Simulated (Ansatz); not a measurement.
# Slab bands of Ag(111)-(√3×√3)R30°-Sn surface alloy

Aim: the slab bands of Ag(111)-(√3×√3)R30°-Sn surface alloy, with their weight on the outer layers.

Main program and level: Ansatz 0.2.0; plane-wave DFT, PBE, Ansatz PAW, in the first sound run; inputs show where later runs differ.

Report form: the programs' logs are mostly left out.

**1. The starting structure**

The cell holds 15 atoms: 14 Ag and 1 Sn. Its edges and angles: a = 5.009 Å, b = 5.009 Å, c = 28.045 Å, α = 90.0°, β = 90.0°, γ = 60.0°. Vacuum lies along c.

Structure file:

```cif
data_structure
_symmetry_space_group_name_H-M 'P 1'
_symmetry_Int_Tables_number 1
_cell_length_a 5.0092
_cell_length_b 5.0092
_cell_length_c 28.0455
_cell_angle_alpha 90.000
_cell_angle_beta 90.000
_cell_angle_gamma 60.000
_cell_volume 609.44
loop_
_atom_site_label
_atom_site_type_symbol
_atom_site_fract_x
_atom_site_fract_y
_atom_site_fract_z
_atom_site_occupancy
Ag1 Ag 0.00000 0.33333 0.32091 1
Ag2 Ag 0.33333 0.66667 0.32091 1
Ag3 Ag 0.66667 0.00000 0.32091 1
Ag4 Ag 0.00000 0.00000 0.40511 1
Ag5 Ag 0.33333 0.33333 0.40511 1
Ag6 Ag 0.66667 0.66667 0.40511 1
Ag7 Ag 0.00000 0.66667 0.48930 1
Ag8 Ag 0.33333 0.00000 0.48930 1
Ag9 Ag 0.66667 0.33333 0.48930 1
Ag10 Ag 0.00000 0.33333 0.57350 1
Ag11 Ag 0.33333 0.66667 0.57350 1
Ag12 Ag 0.66667 0.00000 0.57350 1
Ag13 Ag 0.00000 0.00000 0.65770 1
Ag14 Ag 0.33333 0.33333 0.65770 1
Sn15 Sn 0.66667 0.66667 0.67909 1
```

**2. Relaxing the slab**

The structure is relaxed first, because levels and dipoles at a surface follow the positions of the outer atoms.

File input.yaml:

```yaml
crystal:
  lattice:
    - [5.009206524, 0.0, 0.0]
    - [2.504603262, 4.3381001026, 0.0]
    - [0.0, 0.0, 28.0454504039]
  atoms:
    - { symbol: Ag, position: [0.0, 0.33333333, 0.3209076649] }
    - { symbol: Ag, position: [0.33333333, 0.66666667, 0.3209076649] }
    - { symbol: Ag, position: [0.66666667, 0.0, 0.3209076649] }
    - { symbol: Ag, position: [0.0, 0.0, 0.4051053714] }
    - { symbol: Ag, position: [0.33333333, 0.33333333, 0.4051053714] }
    - { symbol: Ag, position: [0.66666667, 0.66666667, 0.4051053714] }
    - { symbol: Ag, position: [0.0, 0.66666667, 0.4893030778] }
    - { symbol: Ag, position: [0.33333333, 0.0, 0.4893030778] }
    - { symbol: Ag, position: [0.66666667, 0.33333333, 0.4893030778] }
    - { symbol: Ag, position: [0.0, 0.33333333, 0.5735007843] }
    - { symbol: Ag, position: [0.33333333, 0.66666667, 0.5735007843] }
    - { symbol: Ag, position: [0.66666667, 0.0, 0.5735007843] }
    - { symbol: Ag, position: [0.0, 0.0, 0.6576984908] }
    - { symbol: Ag, position: [0.33333333, 0.33333333, 0.6576984908] }
    - { symbol: Sn, position: [0.66666667, 0.66666667, 0.6790923351] }
kpoints:
  mp_grid: { grid: [12, 12, 1] }
hamiltonian:
  xc: pbe
scf:
  occupations: { method: fermi_dirac, width: 0.1 }
  convergence: { dr2_threshold: 1.0e-08 }
efield:
  axis: 3
  dipole_correction: true
  ramp_position: 0.97
  ramp_width: 0.06
relax:
  f_tol: 0.01
  max_steps: 60
  constraints: [{ sites: [0, 1, 2, 3, 4, 5] }]
output:
  write_potential: true
  write_density: true
  volumetric_format: npy
```

Run with:

```bash
$ ansatz run input.yaml --threads 8 --pin off --max-ram 12288MiB --backend cpu --events-out ev --progress --plain --runs-dir out
```

The job ended after 3.2 min (8 threads of Arm Neoverse N1, shared host; peak memory 4.4 GiB).

The steps of the relaxation:

```tsv
step	energy less that of the first step (eV)	largest force component (eV/Å)
1	0.0000	0.3484
2	-0.0966	0.1648
3	-0.1164	0.0507
4	-0.1183	0.0061
```

The run keeps the 6 symmetry operations that it works with, so distortions that break them were not tested.

The atoms that moved most (Å):

```tsv
atom	dx	dy	dz	length
Ag14	0.000	0.000	0.240	0.240
Ag13	0.000	0.000	0.240	0.240
Sn15	0.000	0.000	-0.209	0.209
Ag12	-0.004	-0.007	0.110	0.110
Ag10	-0.004	0.007	0.110	0.110
Ag11	0.008	0.000	0.110	0.110
Ag9	-0.004	-0.007	0.051	0.052
Ag7	0.008	0.000	0.051	0.052
```

The relaxed structure:

```cif
data_structure
_symmetry_space_group_name_H-M 'P 1'
_symmetry_Int_Tables_number 1
_cell_length_a 5.0092
_cell_length_b 5.0092
_cell_length_c 28.0455
_cell_angle_alpha 90.000
_cell_angle_beta 90.000
_cell_angle_gamma 60.000
_cell_volume 609.44
loop_
_atom_site_label
_atom_site_type_symbol
_atom_site_fract_x
_atom_site_fract_y
_atom_site_fract_z
_atom_site_occupancy
Ag1 Ag 0.00000 0.33333 0.32091 1
Ag2 Ag 0.33333 0.66667 0.32091 1
Ag3 Ag 0.66667 0.00000 0.32091 1
Ag4 Ag 0.00000 0.00000 0.40511 1
Ag5 Ag 0.33333 0.33333 0.40511 1
Ag6 Ag 0.66667 0.66667 0.40511 1
Ag7 Ag 0.00167 0.66667 0.49112 1
Ag8 Ag 0.33166 0.00167 0.49112 1
Ag9 Ag 0.66667 0.33166 0.49112 1
Ag10 Ag 0.99837 0.33496 0.57743 1
Ag11 Ag 0.33496 0.66667 0.57743 1
Ag12 Ag 0.66667 0.99837 0.57743 1
Ag13 Ag 0.00000 0.00000 0.66627 1
Ag14 Ag 0.33333 0.33333 0.66627 1
Sn15 Sn 0.66667 0.66667 0.67163 1
```

Numbers from this step:

- energy at zero smearing: -112290.4108 eV
- work function, upper face: 4.368 eV
- work function, lower face: 4.453 eV
- dipole along the normal: 0.01012 e·Å
- step between the vacuum levels: -0.08433 eV

The relaxation took 4 steps and lowered the energy by 0.12 eV; the largest force on the free atoms ends at 0.0061 eV/Å.

The work function of the upper face is 4.37 eV.

**3. Bands and layer weights**

Projections on the atoms tell how each level spreads over the atomic layers. In a slab this thin or layered, weight on the outer layers doesn't make a level a surface state.

File input.yaml:

```yaml
crystal:
  lattice:
    - [5.009206524, 0.0, 0.0]
    - [2.504603262, 4.3381001026, 0.0]
    - [0.0, 0.0, 28.0454504039]
  atoms:
    - { symbol: Ag, position: [1.7e-09, 0.3333333317, 0.3209076649] }
    - { symbol: Ag, position: [0.3333333317, 0.6666666667, 0.3209076649] }
    - { symbol: Ag, position: [0.6666666667, 1.7e-09, 0.3209076649] }
    - { symbol: Ag, position: [0.0, 0.0, 0.4051053714] }
    - { symbol: Ag, position: [0.3333333333, 0.3333333333, 0.4051053714] }
    - { symbol: Ag, position: [0.6666666667, 0.6666666667, 0.4051053714] }
    - { symbol: Ag, position: [0.0016688028, 0.6666666667, 0.4911174806] }
    - { symbol: Ag, position: [0.3316645305, 0.0016688028, 0.4911174806] }
    - { symbol: Ag, position: [0.6666666667, 0.3316645305, 0.4911174806] }
    - { symbol: Ag, position: [-0.0016305019, 0.3349638352, 0.5774292534] }
    - { symbol: Ag, position: [0.3349638352, 0.6666666667, 0.5774292534] }
    - { symbol: Ag, position: [0.6666666667, -0.0016305019, 0.5774292534] }
    - { symbol: Ag, position: [0.0, 0.0, 0.6662657335] }
    - { symbol: Ag, position: [0.3333333333, 0.3333333333, 0.6662657335] }
    - { symbol: Sn, position: [0.6666666667, 0.6666666667, 0.6716267917] }
kpoints:
  mp_grid: { grid: [12, 12, 1] }
  band_path:
    path: [[0, 0, 0], [0.5, 0, 0], [0.66666667, 0.33333333, 0], [0, 0, 0]]
    npoints: 24
hamiltonian:
  xc: pbe
scf:
  occupations: { method: fermi_dirac, width: 0.05 }
  convergence: { dr2_threshold: 1.0e-09 }
efield:
  axis: 3
  dipole_correction: true
  ramp_position: 0.97
  ramp_width: 0.06
output:
  fatbands: true
  dos: { projected: true, e_range: [-8, 5] }
  write_potential: true
  write_density: true
  volumetric_format: npy
  elf: true
```

Wall time 6.7 min (8 threads); peak memory 7.1 GiB; 53 min of CPU time.

Numbers from this step:

- energy at zero smearing: -112290.4102 eV
- work function, upper face: 4.387 eV
- work function, lower face: 4.457 eV
- dipole along the normal: 0.008361 e·Å
- step between the vacuum levels: -0.06964 eV

The density of states has structure finer than the step of the table below, so its rows give means over 0.25 eV, whole bins alone (the curve runs from -8 to 2 eV). Peaks (eV: height): -5.200: 75.3, -4.550: 94.1, -4.450: 66.8, -4.320: 64.0, -3.760: 64.5, -3.150: 68.2, -2.980: 64.8.

Table of density of states by energy, zero at the Fermi level; means over each step:

```tsv
energy (eV)	density of states (states/eV a cell)
-7.75	0.103
-7.50	0
-7.25	0.515
-7.00	0.878
-6.75	0.964
-6.50	1.67
-6.25	5.16
-6.00	28.0
-5.75	43.4
-5.50	41.5
-5.25	35.4
-5.00	36.4
-4.75	47.6
-4.50	59.0
-4.25	45.3
-4.00	43.2
-3.75	49.1
-3.50	48.1
-3.25	41.9
-3.00	46.4
-2.75	8.00
-2.50	4.90
-2.25	3.81
-2.00	3.22
-1.75	4.14
-1.50	3.78
-1.25	4.65
-1.00	4.38
-0.75	3.96
-0.50	3.85
-0.25	5.51
0.00	4.22
0.25	4.16
0.50	5.20
0.75	3.90
1.00	4.69
1.25	4.00
1.50	4.62
1.75	5.61
```

Projected DOS per atom over height of the atomic layer and energy from the Fermi level. Layers: Ag3 Ag3 Ag3 Ag3 Ag2Sn from below.

Ten even steps from '0' (0.00 states/eV) to '9' (4.03 states/eV), each cell a mean:
```
00000
00000
00000
00000
00000
00000
00001
00001
00000
00000
33320
98872
96786
96676
89888
55666
68684
27651
00000
00000
00000
00001
```
Columns: height of the atomic layer (Å) from 9 to 18.7; rows upwards: energy from the Fermi level (eV) from -7.96 to 1.95.

The electronic bands at the labelled points (eV, zero at the Fermi level):

```tsv
point	band 137	band 138	band 139	band 140	band 141	band 142	band 143	band 144
Γ	-0.24	0.63	1.77	1.77	2.86	2.86	3.31	3.31
halfway	-0.83	-0.27	0.01	0.53	0.73	0.96	1.42	1.85
M	-2.10	-1.08	-0.97	-0.64	0.03	0.50	0.70	1.12
halfway	-2.10	-2.07	-1.25	-0.89	-0.53	-0.44	0.68	1.09
K	-2.79	-2.18	-1.80	-1.80	-0.61	-0.14	-0.14	1.11
halfway	-1.08	-0.62	-0.23	-0.22	0.50	0.60	1.01	1.79
Γ	-0.24	0.63	1.77	1.77	2.86	2.86	3.31	3.31
```

ELF in the ca plane at fractional y = 0.667, with atoms of Ag and Sn within 0.2 Å of it. It is the smooth field of the valence electrons, not physical close to the nuclei.

Ten even steps from '0' (0.00) to '9' (0.82), each cell a mean:
```
12222247875222222222344454321000000000000000
23322234553222222223333445531000000000000000
46642222222111222233321244652100000000000000
68863222221111222333300024553100000000000000
69963222221111222333200024553100000000000000
56652222211112222233321234653100000000000000
23322221112223554223333445542000000000000000
22221112222225787422344454321000000000000000
22221112222236898522233333210000000000000000
22222112222224776422222222110000000000000000
11122223432222444211222221100000000000000000
12222246764222222111222222110000000000000000
12222257986222222112223332210000000000000000
```
Columns run along c (16.0 Å, from fractional 0.38 to 0.95 of the cell), rows up along a (5.0 Å). Atoms in or near the plane, at fractional coordinates: Ag at (0.41, 0.67), Ag at (0.49, 0.00), Ag at (0.58, 0.33), Sn at (0.67, 0.67).

Valence density in the ca plane at fractional y = 0.667, with atoms of Ag and Sn within 0.2 Å of it. It is the smooth field of the valence electrons, not physical close to the nuclei.

Values in e/Å³, 7 rows by 16 columns, each cell a mean:
```
 0  0  3  6  0  0  0  0  0  0  0  0  0  0  0  0
 6  2  0  0  0  0  0  1  4  0  0  0  0  0  0  0
11  3  0  0  0  0  0  2  7  0  0  0  0  0  0  0
 1  0  0  0  0  3  1  0  1  0  0  0  0  0  0  0
 0  0  0  0  1 13  2  0  0  0  0  0  0  0  0  0
 0  0  1  1  0  4  1  0  0  0  0  0  0  0  0  0
 0  0  5  9  0  0  0  0  0  0  0  0  0  0  0  0
```
Columns run along c (16.0 Å, from fractional 0.38 to 0.95 of the cell), rows up along a (5.0 Å). Atoms in or near the plane, at fractional coordinates: Ag at (0.41, 0.67), Ag at (0.49, 0.00), Ag at (0.58, 0.33), Sn at (0.67, 0.67).

Electrostatic potential energy in the ca plane at fractional y = 0.667, with atoms of Ag and Sn within 0.2 Å of it. With pseudopotentials it is smooth inside the atoms' cores, unlike the true potential.

Values in eV, 7 rows by 16 columns, each cell a mean:
```
  2   5 -14 -22   4   6   7   3   0   7   9   9   9   9   9   9
-24  -9   4   2   7   6   6  -6  -3   1   9   9   9   9   9   9
-29 -14   6   7   8   5   6  -4   4  -1   9   9   9   9   9   9
 -7   1   6   6   3 -16  -1  -2  -6   5   9   9   9   9   9   9
  6   7   7   6  -4 -31 -10   6   6   8   9   9   9   9   9   9
  5   7   0  -4   2 -18  -1   6   6   8   9   9   9   9   9   9
  6   6 -18 -26   3   5   7   7   6   8   9   9   9   9   9   9
```
Columns run along c (16.0 Å, from fractional 0.38 to 0.95 of the cell; values clipped at the 3rd and 97th percentile), rows up along a (5.0 Å). Atoms in or near the plane, at fractional coordinates: Ag at (0.41, 0.67), Ag at (0.49, 0.00), Ag at (0.58, 0.33), Sn at (0.67, 0.67).

The work function of the upper face is 4.39 eV.

**4. With spin-orbit coupling**

This step: plane-wave DFT, PBE, fully relativistic PAW with spin-orbit coupling (Ansatz 0.2.0).

Heavy atoms split their bands by spin-orbit coupling, so the bands are run again with fully relativistic files.

input.yaml: that of step 3 with these lines changed.

```diff
@@ -21,12 +21,11 @@
     - { symbol: Sn, position: [0.6666666667, 0.6666666667, 0.6716267917] }
-kpoints:
-  mp_grid: { grid: [12, 12, 1] }
-  band_path:
-    path: [[0, 0, 0], [0.5, 0, 0], [0.66666667, 0.33333333, 0], [0, 0, 0]]
-    npoints: 24
 hamiltonian:
   xc: pbe
+  pseudopotentials: { kind: paw_fr }
+magnetization:
+  noncollinear: true
+  spin_orbit: true
 scf:
   occupations: { method: fermi_dirac, width: 0.05 }
-  convergence: { dr2_threshold: 1.0e-09 }
+  convergence: { dr2_threshold: 1.0e-08 }
 efield:
@@ -38,3 +37,2 @@
   fatbands: true
-  dos: { projected: true, e_range: [-8, 5] }
   write_potential: true
@@ -42,2 +40,6 @@
   volumetric_format: npy
-  elf: true
+kpoints:
+  mp_grid: { grid: [12, 12, 1] }
+  band_path:
+    path: [[0, 0, 0], [0.5, 0, 0], [0.66666667, 0.33333333, 0], [0, 0, 0]]
+    npoints: 14
```

The job ended after 46 min (8 threads; peak memory 11 GiB; 6 h of CPU time).

Numbers from this step:

```
energy at zero smearing        : -112325.4704 eV
work function, upper face      : 4.391 eV
work function, lower face      : 4.462 eV
dipole along the normal        : 0.008530 e·Å
step between the vacuum levels : -0.07105 eV
```

The electronic bands at the labelled points (eV, zero at the Fermi level):

```tsv
point	band 277	band 278	band 279	band 280	band 281	band 282	band 283	band 284
Γ	1.68	1.68	1.84	1.84	2.79	2.79	2.93	2.93
halfway	0.00	0.01	0.53	0.53	0.72	0.73	0.95	0.96
M	-0.96	-0.96	-0.63	-0.63	0.02	0.02	0.50	0.50
halfway	-1.26	-1.24	-0.88	-0.88	-0.53	-0.53	-0.45	-0.45
K	-1.80	-1.80	-1.79	-1.77	-0.60	-0.60	-0.15	-0.15
halfway	-0.23	-0.23	-0.22	-0.22	0.49	0.51	0.60	0.60
Γ	1.68	1.68	1.84	1.84	2.79	2.79	2.93	2.93
```

The work function of the upper face is 4.39 eV.

**5. Close to the zone centre**

A Rashba splitting shows at small k, so a short path out of the zone centre is sampled finely.

input.yaml: that of step 4 with these lines changed.

```diff
@@ -42,4 +42,2 @@
   mp_grid: { grid: [12, 12, 1] }
-  band_path:
-    path: [[0, 0, 0], [0.5, 0, 0], [0.66666667, 0.33333333, 0], [0, 0, 0]]
-    npoints: 14
+  band_path: { path: [[0, 0, 0], [0.2071, 0, 0]], npoints: 30 }
```

It took 36 min on 8 threads; peak memory 11 GiB; 4.7 h of CPU time.

Electronic bands along the path, in eV, zero at the Fermi level:

```tsv
point	band 271	band 272	band 273	band 274	band 275	band 276	band 277	band 278
Γ	-1.83	-1.83	-0.24	-0.24	0.64	0.64	1.68	1.68
halfway	-1.62	-1.60	-0.06	-0.04	0.14	0.15	1.17	1.17
end	-1.21	-1.15	-0.87	-0.84	0.31	0.31	0.33	0.34
```

The levels on this short path go into the next step.

**6. Spin splitting**

This step: plane-wave DFT, PBE, fully relativistic PAW with spin-orbit coupling; spin splitting near the zone centre (Ansatz 0.2.0).

Levels that meet at the zone centre are followed outwards; a split that grows in proportion to k gives the Rashba parameter as ΔE/2k.

Numbers from this step:

| Property | Result |
| --- | --- |
| largest split over 2k that stays linear in k | 0.1050 eV Å |

Groups of levels that meet at the zone centre and whose split, tested at two k, grows in proportion to k or stays under 1 meV; groups that fail this test are left out. Spin splitting, by row:

```tsv
level at the first point (eV from the Fermi level)	states	split at k = 0.030 1/A (eV)	split over 2k (eV Å)
-1.833	2	0.0063	0.105
-0.242	2	0.0046	0.07668
0.6387	2	0.0061	0.1017
```

**7. A changed input: scf.mixing.preconditioner = "ldos"**

This step: plane-wave DFT, PBE, Ansatz PAW (Ansatz 0.2.0).

A run with a changed input: it repeats the earlier run with scf.mixing.preconditioner to ldos; its output block differs too.

input.yaml: that of step 5 with these lines changed.

```diff
@@ -21,11 +21,13 @@
     - { symbol: Sn, position: [0.6666666667, 0.6666666667, 0.6716267917] }
+kpoints:
+  mp_grid: { grid: [12, 12, 1] }
+  band_path:
+    path: [[0, 0, 0], [0.5, 0, 0], [0.66666667, 0.33333333, 0], [0, 0, 0]]
+    npoints: 24
 hamiltonian:
   xc: pbe
-  pseudopotentials: { kind: paw_fr }
-magnetization:
-  noncollinear: true
-  spin_orbit: true
 scf:
   occupations: { method: fermi_dirac, width: 0.05 }
-  convergence: { dr2_threshold: 1.0e-08 }
+  convergence: { dr2_threshold: 1.0e-09 }
+  mixing: { preconditioner: ldos }
 efield:
@@ -37,2 +39,3 @@
   fatbands: true
+  dos: { projected: true, e_range: [-8, 5] }
   write_potential: true
@@ -40,4 +43 @@
   volumetric_format: npy
-kpoints:
-  mp_grid: { grid: [12, 12, 1] }
-  band_path: { path: [[0, 0, 0], [0.2071, 0, 0]], npoints: 30 }
```

The job ended after 6.6 min (8 threads; peak memory 7.1 GiB).

Numbers from this step:

| Quantity | Value |
| --- | --- |
| energy at zero smearing | -112290.4102 eV |
| work function, upper face | 4.387 eV |
| work function, lower face | 4.457 eV |
| dipole along the normal | 0.008361 e·Å |
| step between the vacuum levels | -0.06964 eV |

The density of states has structure finer than the step of the table below, so its rows give means over 0.25 eV, whole bins alone (the curve runs from -8 to 2 eV). Peaks (eV: height): -5.200: 75.3, -4.550: 94.1, -4.450: 66.8, -4.320: 64.0, -3.760: 64.5, -3.150: 68.2, -2.980: 64.8.

The density of states by energy, zero at the Fermi level; means over each step:

(Unchanged from step 3.)

Projected DOS per atom over height of the atomic layer and energy from the Fermi level. Layers: Ag3 Ag3 Ag3 Ag3 Ag2Sn from below.

Ten even steps from '0' (0.00 states/eV) to '9' (4.03 states/eV), each cell a mean:
```
00000
00000
00000
00000
00000
00000
00001
00001
00000
00000
33320
98872
96786
96676
89888
55666
68684
27651
00000
00000
00000
00001
```
Columns: height of the atomic layer (Å) from 9 to 18.7; rows upwards: energy from the Fermi level (eV) from -7.96 to 1.95.

Electronic bands along the path, in eV, zero at the Fermi level:

(Unchanged from step 3.)

```tsv
quantity	this run	earlier run	difference
work function, upper face (eV)	4.387	4.387	0
work function, lower face (eV)	4.457	4.457	0
dipole along the normal (e·Å)	0.008361	0.008361	0
```

Nothing in the table moves by 0.01 in its unit (for the dipole 0.5 % and 5e-5 e·Å).

**8. Summary of results**

```
work function, upper face                    : 4.39 eV
work function, lower face                    : 4.46 eV
largest split over 2k that stays linear in k : 0.105 eV Å
```

What this shows: No level at the symmetry points, from 3 eV under the Fermi level to 2.0 eV over it, passes the bound for weight on the outer layers. The strongest linear splitting near the zone centre, 0.11 eV·Å, belongs to the levels at -1.83 eV. The in-plane lattice is held at a typed value, so part of the relaxation answers the strain against the functional's own lattice constant. Image-potential states are missing at this level, since the potential falls off too fast in the vacuum.

[Logs are printed without paths, hosts, clocks, repeated set-up lines and the standing remarks that a program may print on its own settings, such as how far it seeks lower states.]

[Hosts, paths, dates, database ids (printed as entryN), source tags and the programs' standing remarks are cut or masked in the printed files.]

[Maps of the electrostatic potential energy from Ansatz leave out the sawtooth potential of an applied field or a dipole correction, so their vacuum need not be flat; planar profiles and work functions include it.]
